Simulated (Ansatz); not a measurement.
In doubt: masses and optical values from hybrid runs of this build are listed as unsure (in some of the runs), which bears on the screening that GW takes from such a start.

CsSnI3 (P4/mbm), computed twice by G0W0.

It takes space group P4/mbm (No. 127, tetragonal). The conventional cell has a = 8.718 Å, b = 8.718 Å, c = 6.191 Å, α = 90.00°, β = 90.00°, γ = 90.00°. Nearest to Cs lie 12 I at 4.15 to 4.60 Å. Nearest to Sn lie 6 I at 3.10 Å. I has 2 Sn at 3.10 Å and 4 Cs at 4.36 Å nearest. Nearest to I lie 2 Sn at 3.10 Å and 4 Cs at 4.15 to 4.60 Å. Farther neighbours and most contacts between anions are not listed.

```xyz
10
Lattice="8.7182 0.0000 0.0000 0.0000 8.7182 0.0000 0.0000 0.0000 6.1908" Properties=species:S:1:pos:R:3 pbc="T T T"
Cs    4.3591    0.0000    0.0000
Cs    0.0000    4.3591    0.0000
Sn    0.0000    0.0000    3.0954
Sn    4.3591    4.3591    3.0954
I     0.0000    0.0000    0.0000
I     4.3591    4.3591    0.0000
I     6.7679    2.4088    3.0954
I     6.3094    6.7679    3.0954
I     1.9503    6.3094    3.0954
I     2.4088    1.9503    3.0954
```

The cell and positions come from the Crystallography Open Database and are kept as given unless a step says otherwise. Spin-orbit coupling is left out unless a run names it. PAW set soft_2, made with PBE.

The first (Ansatz 0.2.0; start LDA, 2×2×2 mesh, 1068 empty bands, screening to 100 eV; 1 × NVIDIA H100 80GB HBM3 (shared by 6 runs) with 3 threads of AMD EPYC 7R13 (Zen 3), shared host) gave, on its mesh: starting gap 0.26 eV, G0W0 gap 0.68 eV, RPA ε∞ (mean) 268.54, 55 s.

The second gave: starting gap 0.71 eV, G0W0 gap 0.90 eV, RPA ε∞ (mean) 30.07, 2.7 min.

**Question.** What was changed in the input? Choose among start, files, mesh, bands and cutoff, frequency model or another key.

Changed: start from LDA to HSE06. A jump of this size in the start, with ε∞ moving the other way, marks another functional. Other changes could give like numbers; this is the one that was made.

Limits: not at the basis limit; model gap, bands may invert with spin-orbit coupling; mesh may overstate the screening; screening runs away on this mesh; no spin-orbit coupling; coarse k mesh.

[Paths, hosts, dates, memory and timing lines, banners, echoed tables and standing remarks are left out of the program output.]

[Logs are printed without paths, hosts, clocks, repeated set-up lines and the standing remarks that a program may print on its own settings, such as how far it seeks lower states.]

[Runs of the session that timed out or met a known fault of the program may be left out.]

[Cells called generated may have been cut or substituted from an entry of the Crystallography Open Database or the Materials Project.]

[Hosts, paths, dates, database ids (printed as entryN), source tags and the programs' standing remarks are cut or masked in the printed files.]
